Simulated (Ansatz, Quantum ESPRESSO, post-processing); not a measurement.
# Pb(111) with one reversed stacking step (an intrinsic fault): ballistic transmission, part 3 of 3

Wanted: the transmission near the Fermi level and the conductance of this junction: Pb(111) with one reversed stacking step (an intrinsic fault).

Quantum ESPRESSO 7.5; plane-wave DFT, PBEsol, GBRV ultrasoft pseudopotentials; cross-check by Ansatz 0.2.0 with PAW datasets.

So far. Step 2 (SCF with pw.x): The run needed 8 iterations to bring the estimated error under 1e-07 Ry; the largest force on any atom, held or free, is 0.06 eV/Å. Step 3 (The open system): At no point does T exceed the number of channels.

### 4. The open system, with nz1 = 3

Level of this step: transmission by pwcond, lead and junction from one cell; plane-wave DFT, PBEsol, GBRV ultrasoft pseudopotentials (Quantum ESPRESSO).

How much does a setting matter? One run is repeated with a change.

cond.w.in reads:

```
&inputcond
  outdir = './out'
  prefixt = 'scf'
  tran_file = 'cond.w.dat'
  bdl = 2.4494897422
  bds = 11.4309521340
  ikind = 1
  ewind = 4.0
  epsproj = 1e-05
  nz1 = 3
  energy0 = 0.4
  denergy = -0.4
/
10
  0.00000000 0.00000000 0.01562500
  0.00000000 0.12500000 0.09375000
  0.00000000 0.25000000 0.09375000
  0.00000000 0.37500000 0.09375000
  0.00000000 0.50000000 0.04687500
  0.12500000 0.25000000 0.09375000
  0.12500000 0.37500000 0.18750000
  0.12500000 0.50000000 0.18750000
  0.25000000 0.50000000 0.09375000
  0.25000000 0.62500000 0.09375000
3
```

Launch:

```bash
> OMP_NUM_THREADS=1 mpirun -n 4 pwcond.x -in cond.w.in > cond.w.out
```

Numbers of over 12 decimals in the logs are rounded to 6 here.

The program printed:

```text
[banner, memory and clock lines left out]
Program PWCOND v.7.5 starts
[citation notice left out]

[...]
./out/scf.save/

[...]
negative rho (up, down):  2.263E-01 0.000E+00
     Reading collected, re-writing distributed wavefunctions

===== INPUT FILE containing all the regions =====

     GEOMETRY:

     lattice parameter (alat)  =       6.7213  a.u.
     the volume                =    3005.8590 (a.u.)^3
     the cross section         =      39.1232 (a.u.)^2
     l of the unit cell        =      11.4310 (alat)
     number of atoms/cell      =           14
     number of atomic types    =            1

     crystal axes: (cart. coord. in units of alat)
               a(1) = (  1.0000  0.0000  0.0000 )
               a(2) = (  0.5000  0.8660  0.0000 )
               a(3) = (  0.0000  0.0000 11.4310 )

   Cartesian axes

     site n.     atom                  positions (alat units)
          1        Pb     tau(  1)=(  0.0000  0.0000 11.4310  )
          2        Pb     tau(  2)=(  0.5000  0.2887  0.8165  )
          3        Pb     tau(  3)=(  1.0000  0.5774  1.6330  )
          4        Pb     tau(  4)=(  0.0000  0.0000  2.4495  )
          5        Pb     tau(  5)=(  0.5000  0.2887  3.2660  )
          6        Pb     tau(  6)=(  1.0000  0.5774  4.0825  )
          7        Pb     tau(  7)=(  0.5000  0.2887  4.8990  )
          8        Pb     tau(  8)=(  1.0000  0.5774  5.7155  )
          9        Pb     tau(  9)=(  0.0000  0.0000  6.5320  )
         10        Pb     tau( 10)=(  0.5000  0.2887  7.3485  )
         11        Pb     tau( 11)=(  1.0000  0.5774  8.1650  )
         12        Pb     tau( 12)=(  0.0000  0.0000  8.9815  )
         13        Pb     tau( 13)=(  0.5000  0.2887  9.7980  )
         14        Pb     tau( 14)=(  1.0000  0.5774 10.6145  )

     nr1s                      =           27
     nr2s                      =           27
     nr3s                      =          320
     nr1sx                     =           27
     nr2sx                     =           27
     nr3sx                     =          320
     nr1                       =           32
     nr2                       =           32
     nr3                       =          360
     nr1x                      =           32
     nr2x                      =           32
     nr3x                      =          360

 _______________________________
  Radii of nonlocal spheres:

     type       ibeta     ang. mom.          radius (alat units)
       Pb         1         0                    0.3458
       Pb         2         0                    0.3458
       Pb         3         1                    0.3458
       Pb         4         1                    0.3458
       Pb         5         2                    0.3458
       Pb         6         2                    0.3458
----- General information -----

--- T calc. with identical leads (ikind=1) ---

     nrx                       =           27
     nry                       =           27
     nz1                       =            3

     energy0               =         4.0E-01
     denergy               =        -4.0E-01
     nenergy               =          3
     ecut2d                =         4.0E+01
     ewind                 =         4.0E+00
     epsproj               =         1.0E-05

     number of k_|| points=   10
                       cryst. coord.
        k(    1) = (   0.0000000   0.0000000), wk =   0.0156250
        k(    2) = (   0.0000000   0.1250000), wk =   0.0937500
[...]
k(   10) = (   0.2500000   0.6250000), wk =   0.0937500
----- Information about left/right lead -----

     nocros                   =           18
     noins                    =           36
     norb                     =           72
     norbf                    =          216
     nrz                      =           69

      iorb      type   ibeta   ang. mom.   m       position (alat)
        1        1       1        0        1   taunew(   1)=(  0.0000  0.0000  0.0000)
        2        1       2        0        1   taunew(   2)=(  0.0000  0.0000  0.0000)
[...]
72        1       6        2        5   taunew(  72)=(  0.0000  0.0000  2.4495)
    k slab    z(k)  z(k+1)     crossing(iorb=1,norb)
    1   0.0000 0.0355 0.0355   111111111111111111000000000000000000000000000000000000000000000000000000
    2   0.0355 0.0710 0.0355   111111111111111111000000000000000000000000000000000000000000000000000000
[...]
69   2.4140 2.4495 0.0355   000000000000000000000000000000000000000000000000000000111111111111111111
----- Information about scattering region -----

     noins                    =          180
     norb                     =          216
     norbf                    =          216
     nrz                      =          251

      iorb      type   ibeta   ang. mom.   m       position (alat)
        1        1       1        0        1   taunew(   1)=(  0.0000  0.0000  0.0000)
        2        1       2        0        1   taunew(   2)=(  0.0000  0.0000  0.0000)
[...]
216        1       6        2        5   taunew( 216)=(  0.0000  0.0000  8.9815)
 ngper, shell number =          121          15
 ngper, n2d =          121         106
---  E-Ef =    0.4000000  k =    0.0000000   0.0000000
---  ie =          1  ik =          1
 Nchannels of the left tip =            1
 Right moving states:
   k1(2pi/a)   k2(2pi/a)   E-Ef (eV)
   0.2163547  -0.0000013   0.4000000
 Left moving states:
   k1(2pi/a)   k2(2pi/a)   E-Ef (eV)
  -0.2163547  -0.0000013   0.4000000

 to transmit
 Band j to band i transmissions and reflections:
    j         i     |T_ij|^2    |R_ij|^2

    1 -->     1     1.00000     0.00000
   Total T_j, R_j =    1.00000  0.00000

E-Ef(ev), T(x2 spins) =    0.4000000   1.9999995
---  E-Ef =    0.0000000  k =    0.0000000   0.0000000
---  ie =          2  ik =          1
 Nchannels of the left tip =            1
 Right moving states:
   k1(2pi/a)   k2(2pi/a)   E-Ef (eV)
   0.1722029  -0.0000013   0.0000000
 Left moving states:
   k1(2pi/a)   k2(2pi/a)   E-Ef (eV)
  -0.1722029  -0.0000013   0.0000000

 to transmit
 Band j to band i transmissions and reflections:
    j         i     |T_ij|^2    |R_ij|^2

    1 -->     1     1.00000     0.00000
   Total T_j, R_j =    1.00000  0.00000

E-Ef(ev), T(x2 spins) =    0.0000000   1.9999989
---  E-Ef =   -0.4000000  k =    0.0000000   0.0000000
---  ie =          3  ik =          1
 Nchannels of the left tip =            1
 Right moving states:
   k1(2pi/a)   k2(2pi/a)   E-Ef (eV)
   0.1269718  -0.0000013  -0.4000000
 Left moving states:
   k1(2pi/a)   k2(2pi/a)   E-Ef (eV)
  -0.1269718  -0.0000013  -0.4000000

 to transmit
 Band j to band i transmissions and reflections:
    j         i     |T_ij|^2    |R_ij|^2

    1 -->     1     1.00000     0.00000
   Total T_j, R_j =    1.00000  0.00000

E-Ef(ev), T(x2 spins) =   -0.4000000   1.9999943
 ngper, shell number =          121          63
 ngper, n2d =          121         105
[... further energies and points left out ...]
---  E-Ef =    0.4000000  k =    0.2500000   0.6250000
---  ie =          1  ik =         10
 Nchannels of the left tip =            1
 Right moving states:
   k1(2pi/a)   k2(2pi/a)   E-Ef (eV)
   0.1874341  -0.0000019   0.4000000
 Left moving states:
   k1(2pi/a)   k2(2pi/a)   E-Ef (eV)
  -0.1874343  -0.0000019   0.4000000

 to transmit
 Band j to band i transmissions and reflections:
    j         i     |T_ij|^2    |R_ij|^2

    1 -->     1     0.92973     0.07027
   Total T_j, R_j =    0.92973  0.07027

E-Ef(ev), T(x2 spins) =    0.4000000   1.8594543
---  E-Ef =    0.0000000  k =    0.2500000   0.6250000
---  ie =          2  ik =         10
 Nchannels of the left tip =            1
 Right moving states:
   k1(2pi/a)   k2(2pi/a)   E-Ef (eV)
   0.0893122  -0.0000019   0.0000000
 Left moving states:
   k1(2pi/a)   k2(2pi/a)   E-Ef (eV)
  -0.0893125  -0.0000019   0.0000000

 to transmit
 Band j to band i transmissions and reflections:
    j         i     |T_ij|^2    |R_ij|^2

    1 -->     1     0.80839     0.19161
   Total T_j, R_j =    0.80839  0.19161

E-Ef(ev), T(x2 spins) =    0.0000000   1.6167776
---  E-Ef =   -0.4000000  k =    0.2500000   0.6250000
---  ie =          3  ik =         10
 Nchannels of the left tip =            3
 Right moving states:
   k1(2pi/a)   k2(2pi/a)   E-Ef (eV)
  -0.0188107  -0.0000019  -0.4000000
   0.3686151  -0.0000020  -0.4000000
   0.4235493  -0.0000018  -0.4000000
 Left moving states:
   k1(2pi/a)   k2(2pi/a)   E-Ef (eV)
   0.0188105  -0.0000019  -0.4000000
  -0.3686135  -0.0000020  -0.4000000
  -0.4235508  -0.0000018  -0.4000000

 to transmit
 Band j to band i transmissions and reflections:
    j         i     |T_ij|^2    |R_ij|^2

    1 -->     1     0.11772     0.14407
    1 -->     2     0.44912     0.00143
    1 -->     3     0.10511     0.18255
   Total T_j, R_j =    0.67195  0.32805

    2 -->     1     0.44816     0.00143
    2 -->     2     0.26856     0.00328
    2 -->     3     0.11709     0.16149
   Total T_j, R_j =    0.83380  0.16620

    3 -->     1     0.11265     0.18254
    3 -->     2     0.11060     0.16149
    3 -->     3     0.40121     0.03150
   Total T_j, R_j =    0.62447  0.37553

E-Ef(ev), T(x2 spins) =   -0.4000000   4.2604498
   T_tot     0.40000      0.21492E+01
   T_tot     0.00000      0.18088E+01
   T_tot    -0.40000      0.24137E+01

[...]
```

The job ended after 86 s (4 MPI ranks of Arm Neoverse V2, shared host; peak memory 0.36 GiB; 5.7 min of CPU time).

The changed values were drawn from a wide range, not chosen for quality; the comparison shows what they did here together.

Beside the run it was changed from:

| quantity | this run | unchanged run | difference |
| --- | --- | --- | --- |
| transmission at the Fermi level, one spin | 0.9044 | 0.9045 | -9.0e-5 |
| lead channels at the Fermi level, one spin | 1.141 | 1.141 | 0 |
| wall time (s) | 86 | 97 |  |

Over all energies T moves by up to 4.4e-4, at 0.4 eV.

The physical values in this table stay within 0.05 %.

### 5. Cross-check with Ansatz

As a check, the same structure is run in Ansatz.

Level of this step: plane-wave DFT, PBEsol, Ansatz PAW (Ansatz 0.2.0).

input.yaml reads:

```yaml
crystal:
  lattice:
    - [3.5567471094, 0.0, 0.0]
    - [1.7783735547, 3.0802333515, 0.0]
    - [0.0, 0.0, 40.6570059563]
  atoms:
    - { symbol: Pb, position: [0.0, 0.0, 0.0] }
    - { symbol: Pb, position: [0.333333333, 0.333333333, 0.0714285714] }
    - { symbol: Pb, position: [0.666666667, 0.666666667, 0.1428571429] }
    - { symbol: Pb, position: [0.0, 0.0, 0.2142857143] }
    - { symbol: Pb, position: [0.333333333, 0.333333333, 0.2857142857] }
    - { symbol: Pb, position: [0.666666667, 0.666666667, 0.3571428571] }
    - { symbol: Pb, position: [0.333333333, 0.333333333, 0.4285714286] }
    - { symbol: Pb, position: [0.666666667, 0.666666667, 0.5] }
    - { symbol: Pb, position: [0.0, 0.0, 0.5714285714] }
    - { symbol: Pb, position: [0.333333333, 0.333333333, 0.6428571429] }
    - { symbol: Pb, position: [0.666666667, 0.666666667, 0.7142857143] }
    - { symbol: Pb, position: [0.0, 0.0, 0.7857142857] }
    - { symbol: Pb, position: [0.333333333, 0.333333333, 0.8571428571] }
    - { symbol: Pb, position: [0.666666667, 0.666666667, 0.9285714286] }
kpoints:
  mp_grid: { grid: [8, 8, 1] }
hamiltonian:
  xc: pbesol
scf:
  occupations: { method: fermi_dirac, width: 0.1 }
  convergence: { dr2_threshold: 1.0e-08 }
output:
  transmission: { leads: [[0, 3]], e_range: [-0.4, 0.4], de: 0.4, kmesh: [8, 8] }
  write_potential: true
  write_density: true
  volumetric_format: npy
```

Launch:

```bash
> ansatz run input.yaml --threads 4 --pin off --max-ram 8192MiB --backend cpu --events-out ev --progress --plain --runs-dir out
```

The program printed:

```text
Engine: ansatz 0.2.0, aarch64-unknown-linux-gnu
Pseudopotentials: kind: paw
Pseudopotential: Pb, paw, valence charge 14, recommended cutoff 420 eV (normal), Pb.paw.azcp
Functional definition: PBEsol
  exchange = pbesol_x
  correlation = pbesol_c
Crystal: 14 atoms, lattice volume = 445.422 Å³
Basis set: ecut = 420 eV, 8601 PW (Γ)
Bands: 118, of which v1, the nominal top of the filled ones, is band 98 counted from 1 (97 counted from 0)
Symmetry: 12 space group operations
Space group: P-3m1 (ITA 164), of the structure as read, at distance tolerance 7.6e-5 Å
k-points: 10 of 64
Non-local potential: Pb, projectors of the file, l = 0: 2, l = 1: 2, l = 2: 2, l = 3: 2
PAW form: soft (Blöchl's): semilocal exchange-correlation on the pseudo side does not see the compensation charge
PAW frozen core: Pb, regenerated for the run's functional, and the local potential with it (the file was generated under x = pbe(κ = 0.804, μ = 0.219515), c = pbe(β = 0.066725))
PAW one-centre angular grid: Pb, 590 points (default); XC on 64 Gauss nodes
Initial density: superposition of atomic densities (neutral atoms: chi_scale 0, normalization atom), corrected by the library's trained network
Initial wavefunctions: pseudopotential atomic-orbital guess
Functional: x = pbesol(κ = 0.804, μ = 0.123457), c = pbesol(β = 0.046)
SCF iter   1: F=—  HF=-164569.132687 eV  |F-HF|=—  |Δ(HF+E_count)|=         —  Δρ=1.99e-3  dr2=5.12e-2  ethr=1.77e-3  ⟨swp⟩=7.7  Hψ=5134  notcnv=0
preconditioner: auto → Kerker (q_TF=auto, 2.379 Å⁻¹)  [metal: Δε(μ)=0.082 eV  Ē_g=15.841 eV  σ=0.100 eV  W_gap=0.19  n_scr=120 (ndim 8)  ℏωp=24.6 eV  f_vac=0.000  D(μ)=8.09/eV (n_scr^D=22)]
SCF iter   2: F=—  HF=-164569.135110 eV  |F-HF|=—  |Δ(HF+E_count)|=   2.42e-3  Δρ=1.05e-3  dr2=2.34e-2  ethr=2.61e-5  ⟨swp⟩=1.7  Hψ=1830  notcnv=0  defer=2
SCF iter   3: F=—  HF=-164569.133373 eV  |F-HF|=—  |Δ(HF+E_count)|=   1.74e-3  Δρ=2.00e-4  dr2=2.14e-3  ethr=1.19e-5  ⟨swp⟩=2.0  Hψ=2004  notcnv=0  defer=2
SCF iter   4: F=—  HF=-164569.133376 eV  |F-HF|=—  |Δ(HF+E_count)|=   3.41e-6  Δρ=5.92e-5  dr2=1.58e-4  ethr=1.09e-6  ⟨swp⟩=1.0  Hψ=1133  notcnv=0  defer=2
SCF iter   5: F=—  HF=-164569.133385 eV  |F-HF|=—  |Δ(HF+E_count)|=   8.47e-6  Δρ=1.39e-5  dr2=6.14e-6  ethr=8.08e-8  ⟨swp⟩=2.0  Hψ=1292  notcnv=0  defer=2
SCF iter   6: F=—  HF=-164569.133510 eV  |F-HF|=—  |Δ(HF+E_count)|=   1.25e-4  Δρ=6.27e-6  dr2=5.94e-7  ethr=3.13e-9  ⟨swp⟩=2.8  Hψ=2102  notcnv=0  defer=2
SCF iter   7: F=—  HF=-164569.133510 eV  |F-HF|=—  |Δ(HF+E_count)|=   3.06e-8  Δρ=2.63e-6  dr2=7.41e-8  ethr=3.03e-10  ⟨swp⟩=2.0  Hψ=2108  notcnv=0  defer=2
SCF iter   8: F=-164569.133510 eV  HF=-164569.133510 eV  |F-HF|=1.28e-9  |Δ(HF+E_count)|=   7.54e-9  Δρ=4.45e-7  dr2=2.00e-9  ethr=5.10e-12  ⟨swp⟩=7.6  Hψ=3879  notcnv=0
SCF 1 converged in 8 iterations: F = -164569.133510 eV  dr2 = 2.00e-9
  greatest PAW one-centre occupation: 0.978 electrons in one spin orbital (limit 2), on the Pb atom at site 7 (counted from 0), in its partial waves of l = 2
transmission: 54 of 510 steps passed
transmission: 102 of 510 steps passed
[...]
transmission: 510 of 510 steps passed
SCF converged after 8 iterations
Free energy (F): -164569.133510 eV
Harris-Foulkes:  -164569.133510 eV  (|F-HF|=1.28e-9)
Internal energy: -164568.869465 eV  (E = F + TS)
E sigma→0 (E₀):  -164569.001487 eV
Entropy (-TS):   -0.264045 eV (-18.860 meV/atom)
Fermi energy:    10.075079 eV
--- Per-component energies (eV) ---
  E_band       = -668.236138
  E_kinetic    = 4037.742917
  E_local      = -14682.250316  (includes V_loc(G=0)·N_el)
  E_nonlocal   = 4922.525842
  E_hartree    = 5799.544628
  E_xc         = -3062.834909
  E_vxc        = -1853.911458  (∫ρ·V_xc dr)
  E_paw        = -143576.622794  (= ΣΔE_a)
  E_vpaw       = -4691.430856  (= ΣTr[D̂ρ^β])
  E_aug_tail   = 0.000650  (compensation charges beyond the density's cutoff)
  E_ewald      = -18007.845117
  E_core_change = 0.869632  (= ΣΔE_core)
  E_smearing   = -0.264045  (= −TS)
  E_closure    = 0.000000  (closes the sum)
  Σ components = -164569.133510   (vs F -164569.133510, Δ=0.00e0)
--- Band table (eV; the first three rows and the last of 10) ---
  k-point 0: bands = [... 94 lower, 13.9140, 15.3992, 15.3992, 15.4651, 15.4651, 15.4725, 15.4725, 15.6628, ... 16 higher]
  k-point 1: bands = [... 94 lower, 13.1130, 13.2447, 13.2743, 13.3960, 13.5808, 13.8053, 13.8311, 14.0669, ... 16 higher]
  k-point 2: bands = [... 94 lower, 10.3161, 10.4350, 10.7849, 11.0373, 11.2291, 11.4175, 11.5954, 11.8084, ... 16 higher]
  k-point 9: bands = [... 94 lower, 8.0645, 8.2022, 8.2550, 8.6030, 8.9774, 9.0074, 9.2335, 9.3331, ... 16 higher]
--- Transmission ---
  basis      : 91 plane waves across, 51 finite elements along
  points     : 10, standing for a mesh of 8 x 8
  energies   : 3 from -0.400000 to 0.400000 eV about the Fermi level, 0.400000 eV apart; the leads are filled to 0.000000 eV, and channels, transmission and decay are at 0.000000 eV
  crystal 0  : Pb3, at the sites [0, 3], period 8.7122 Å, over 40.66 Å; its Hamiltonian steps by up to 9.3 meV
    offset         : up to 0.0000 Å between an atom of the period and one for which it stands
    channels       : 1.046875e0 a spin
    conductance    : none, the energies end too early or step too widely for 300 K: set another output.transmission.e_range or a lower de, or, where they end at an eighth of basis.ecutwfc, a higher one
    slowest decay  : 0.0000 /Å at (0.5000, 0.2500)
  junction   : crystal 0 to crystal 0, -4.36 to 27.59 Å
    transmission   : 9.144999e-1 a spin
    conductance    : none, the energies end too early or step too widely for 300 K: set another output.transmission.e_range or a lower de, or, where they end at an eighth of basis.ecutwfc, a higher one
```

Elapsed: 14 s, on 4 threads; peak memory 1.4 GiB; 54 s of CPU time.

Read from the output:

- free energy: -164569.1335 eV
- energy at zero smearing: -164569.0015 eV
- smearing term TS: 0.2640 eV
- Fermi energy: 10.08 eV
- symmetry operations: 12
- transmission at the Fermi level, one spin: 0.9145
- lead channels at the Fermi level, one spin: 1.047
- step of the lead's Hamiltonian over a period: 9.3 meV

Per spin; mean over the k mesh across the current. Table of transmission, zone mean by energy, zero at the Fermi level:

| energy (eV) | transmission, zone mean |
| --- | --- |
| -0.400 | 1.22 |
| 0.000 | 0.914 |
| 0.400 | 1.09 |

Per spin; mean over the k mesh across the current. The open channels, zone mean by energy, zero at the Fermi level:

| energy (eV) | open channels, zone mean |
| --- | --- |
| -0.400 | 1.42 |
| 0.000 | 1.05 |
| 0.400 | 1.33 |

Ansatz finds T = 0.914 against pwcond's 0.904.

### 6. All levels side by side

All levels:

| step | T at the Fermi level (per spin) | conductance (G0) | r.m.s. T(E) from the first | CPU time of the step (s) | peak memory (GiB) |
| --- | --- | --- | --- | --- | --- |
| Ansatz | 0.9145 | - | 0 | 54.32 | 1.409 |
| pwcond | 0.9045 | 0.9045 | 0.01479 | 386.8 | 0.38 |
| pwcond, changed setting | 0.9044 | 0.9044 | 0.01493 | 344.4 | 0.36 |

Per spin; mean over the k mesh across the current. Transmission, zone mean against energy, zero at the Fermi level:

| energy (eV) | Ansatz | pwcond | pwcond, changed setting |
| --- | --- | --- | --- |
| -0.400 | 1.22 | 1.21 | 1.21 |
| 0.000 | 0.914 | 0.904 | 0.904 |
| 0.400 | 1.09 | 1.08 | 1.07 |

### 7. A check by hand

The Landauer sum over the mesh, Σ w T = 0.1875 × 1.85 + 0.1875 × 0.983 + 0.0938 × 1 + … = 0.9045.

G = 0.904 × 77.48 µS = 70.1 µS a cell. Times the area of 10.956 Å², the resistance-area product is A/G = 1.56 fΩ m², the leads' contact resistance included.

Free electrons at 4 an atom (3 atoms in 95.4 Å³) have k_F = 1.550 1/Å and offer A k_F²/4π = 2.09 channels per spin; the lead has 1.14 on this mesh.

### 8. What came out

```yaml
conductance_from_t_at_the_fermi_level_a_cell: 0.904 G₀
conductance_per_area: 640 S/μm²
lead_channels_per_spin: 1.14
the_same_conductance_by_ansatz: 0.914 G₀
```

In words: The junction conducts 0.904 G₀ a cell at the Fermi level (PBEsol, GBRV ultrasoft). At the Fermi level the junction passes 79 % of what the leads offer. At the Fermi level pwcond and Ansatz differ by 1.1 %, a close match. The codes count unlike numbers of lead channels on 9 % of the mesh. The mean rests on 10 distinct points, the heaviest weighing 0.19, and the mesh was not tested, so even the second digit is unsure. Over -0.4 to 0.4 eV, T lies between 0.90 and 1.2 per spin. The geometry is as built, not relaxed, and the leads are short. Spin-orbit coupling is left out; depending on the atoms that carry the levels of interest, it can split and shift them by tenths of an eV to an eV or more.

[Logs are printed without paths, hosts, clocks, repeated set-up lines and the standing remarks that a program may print on its own settings, such as how far it seeks lower states.]

[Hosts, paths, dates, database ids (printed as entryN), source tags and the programs' standing remarks are cut or masked in the printed files.]

[Maps of the electrostatic potential energy from Ansatz leave out the sawtooth potential of an applied field or a dipole correction, so their vacuum need not be flat; planar profiles and work functions include it.]
